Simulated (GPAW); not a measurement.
Consider Ag2PdO2 (Immm).

```
Ag Pd O
1.0
    -1.50402    2.27761    4.94885
     1.50402   -2.27761    4.94885
     1.50402    2.27761   -4.94885
Ag Pd O
2 1 2
Direct
  0.64242 0.64242 0.00000
  0.35758 0.35758 0.00000
  0.00000 0.00000 0.00000
  0.13730 0.63730 0.50000
  0.86270 0.36270 0.50000
```

Absorber: atom 1, with 2 O at 2.28 Å and 2 O at 2.65 Å (4-fold, site symmetry mm2). Method: GPAW, LDA, excited-electron core hole (neutral cell), 10-atom cell with 5.5 Å between holes, 4×4×4 k points, dipole transitions, Gaussian full width 2.4 eV up to 4 eV, rising linearly to 3.5 eV at 25 eV.

**Question.** Predict the near-edge structure at the Ag L₃ edge.

Main maxima up to 30 eV above the zero (height): 1.4 eV (0.55), 12.6 eV (1.35) and 21.8 eV (2.32). At an L edge the dipole rule selects empty d (and weakly s) states on the absorber, and this run shows no strong white line at the onset. 

The Ag L₃ spectrum (energy from the lowest empty level; intensity scaled to a mean of 1 over the first 20 eV; polarised curves are means over the symmetry-equivalent atoms):

| E (eV) | isotropic | ε ∥ x | ε ∥ y | ε ∥ z |
| --- | --- | --- | --- | --- |
| -2.0 | 0.02 | 0.02 | 0.01 | 0.02 |
| -1.5 | 0.05 | 0.06 | 0.03 | 0.06 |
| -1.0 | 0.12 | 0.13 | 0.08 | 0.14 |
| -0.5 | 0.22 | 0.25 | 0.16 | 0.27 |
| 0.0 | 0.35 | 0.40 | 0.25 | 0.41 |
| 0.5 | 0.47 | 0.55 | 0.33 | 0.53 |
| 1.0 | 0.54 | 0.67 | 0.37 | 0.58 |
| 1.5 | 0.55 | 0.74 | 0.34 | 0.55 |
| 2.0 | 0.52 | 0.78 | 0.28 | 0.49 |
| 2.5 | 0.48 | 0.78 | 0.22 | 0.43 |
| 3.0 | 0.45 | 0.74 | 0.19 | 0.43 |
| 3.5 | 0.46 | 0.69 | 0.20 | 0.48 |
| 4.0 | 0.48 | 0.64 | 0.24 | 0.56 |
| 4.5 | 0.52 | 0.62 | 0.31 | 0.64 |
| 5.0 | 0.58 | 0.63 | 0.40 | 0.70 |
| 5.5 | 0.65 | 0.67 | 0.51 | 0.76 |
| 6.0 | 0.74 | 0.75 | 0.62 | 0.84 |
| 6.5 | 0.83 | 0.84 | 0.72 | 0.93 |
| 7.0 | 0.90 | 0.90 | 0.79 | 0.99 |
| 7.5 | 0.92 | 0.93 | 0.82 | 1.01 |
| 8.0 | 0.91 | 0.92 | 0.81 | 1.01 |
| 8.5 | 0.91 | 0.91 | 0.81 | 1.02 |
| 9.0 | 0.94 | 0.93 | 0.82 | 1.07 |
| 9.5 | 1.00 | 1.01 | 0.86 | 1.15 |
| 10.0 | 1.09 | 1.11 | 0.92 | 1.22 |
| 10.5 | 1.16 | 1.22 | 0.99 | 1.27 |
| 11.0 | 1.23 | 1.31 | 1.08 | 1.30 |
| 11.5 | 1.29 | 1.36 | 1.19 | 1.30 |
| 12.0 | 1.33 | 1.38 | 1.29 | 1.31 |
| 12.5 | 1.35 | 1.37 | 1.36 | 1.31 |
| 13.0 | 1.34 | 1.33 | 1.38 | 1.30 |
| 13.5 | 1.30 | 1.28 | 1.33 | 1.27 |
| 14.0 | 1.23 | 1.21 | 1.24 | 1.23 |
| 14.5 | 1.14 | 1.15 | 1.12 | 1.17 |
| 15.0 | 1.08 | 1.09 | 1.02 | 1.12 |
| 15.5 | 1.04 | 1.05 | 0.96 | 1.10 |
| 16.0 | 1.04 | 1.06 | 0.96 | 1.11 |
| 16.5 | 1.10 | 1.11 | 1.01 | 1.17 |
| 17.0 | 1.19 | 1.22 | 1.09 | 1.25 |
| 17.5 | 1.31 | 1.37 | 1.21 | 1.37 |
| 18.0 | 1.46 | 1.54 | 1.34 | 1.50 |
| 18.5 | 1.62 | 1.73 | 1.49 | 1.64 |
| 19.0 | 1.79 | 1.91 | 1.66 | 1.80 |
| 19.5 | 1.95 | 2.06 | 1.85 | 1.95 |
| 20.0 | 2.10 | 2.18 | 2.04 | 2.07 |
| 20.5 | 2.21 | 2.25 | 2.21 | 2.17 |
| 21.0 | 2.28 | 2.27 | 2.36 | 2.22 |
| 21.5 | 2.32 | 2.24 | 2.47 | 2.24 |
| 22.0 | 2.32 | 2.19 | 2.53 | 2.24 |
| 22.5 | 2.29 | 2.12 | 2.55 | 2.20 |
| 23.0 | 2.24 | 2.05 | 2.52 | 2.14 |
| 23.5 | 2.16 | 1.96 | 2.45 | 2.05 |
| 24.0 | 2.06 | 1.87 | 2.36 | 1.95 |
| 24.5 | 1.95 | 1.76 | 2.24 | 1.84 |
| 25.0 | 1.84 | 1.66 | 2.12 | 1.73 |
| 25.5 | 1.73 | 1.56 | 1.99 | 1.63 |
| 26.0 | 1.63 | 1.47 | 1.87 | 1.54 |
| 26.5 | 1.54 | 1.39 | 1.76 | 1.48 |
| 27.0 | 1.48 | 1.34 | 1.66 | 1.43 |
| 27.5 | 1.42 | 1.30 | 1.57 | 1.40 |
| 28.0 | 1.38 | 1.28 | 1.50 | 1.37 |
| 28.5 | 1.35 | 1.26 | 1.43 | 1.35 |
| 29.0 | 1.31 | 1.24 | 1.37 | 1.32 |
| 29.5 | 1.28 | 1.23 | 1.31 | 1.29 |
| 30.0 | 1.25 | 1.21 | 1.27 | 1.27 |
| 30.5 | 1.23 | 1.20 | 1.24 | 1.24 |
| 31.0 | 1.21 | 1.20 | 1.22 | 1.22 |
| 31.5 | 1.20 | 1.20 | 1.21 | 1.20 |
| 32.0 | 1.19 | 1.20 | 1.20 | 1.18 |

Only the L₃ part is meant: spin–orbit coupling of the core level isn't computed and the L₂ copy isn't added. The script folds with a Gaussian, whereas the core hole's own line is a Lorentzian, so the onset is too steep and the first peak too high. The unit cell's mesh shows no gap over 0.35 eV. That is right for a metallic compound; for a small-gap or correlated insulator it would be the fault of the functional or of the assumed magnetic order, and the hole would be screened too well. The holes are only 5.5 Å apart, so the shape is probably not converged with cell size; no larger cell was run here. The mesh is coarse (0.35 Å⁻¹ between points), so small maxima may be mesh ripples. Lifetime broadening is put in by hand, and intensities beyond about 20 eV depend on it and on the partial waves. The structure is a published determination, not relaxed.

[Banner, clock and machine lines of the logs are left out without a mark of their own.]

[Logs are printed without paths, hosts, clocks, repeated set-up lines and the standing remarks that a program may print on its own settings, such as how far it seeks lower states.]

[Hosts, paths, dates, database ids (printed as entryN), source tags and the programs' standing remarks are cut or masked in the printed files.]

[Lists of maxima count a maximum above −3 eV only where it reaches 4 % of the highest in the window and stands out from its surroundings by 2 % of it (1.5 % where it reaches 55 %); shoulders and weaker maxima are passed over, and of the rest the first, up to two pre-edge ones and the few strongest are named.]
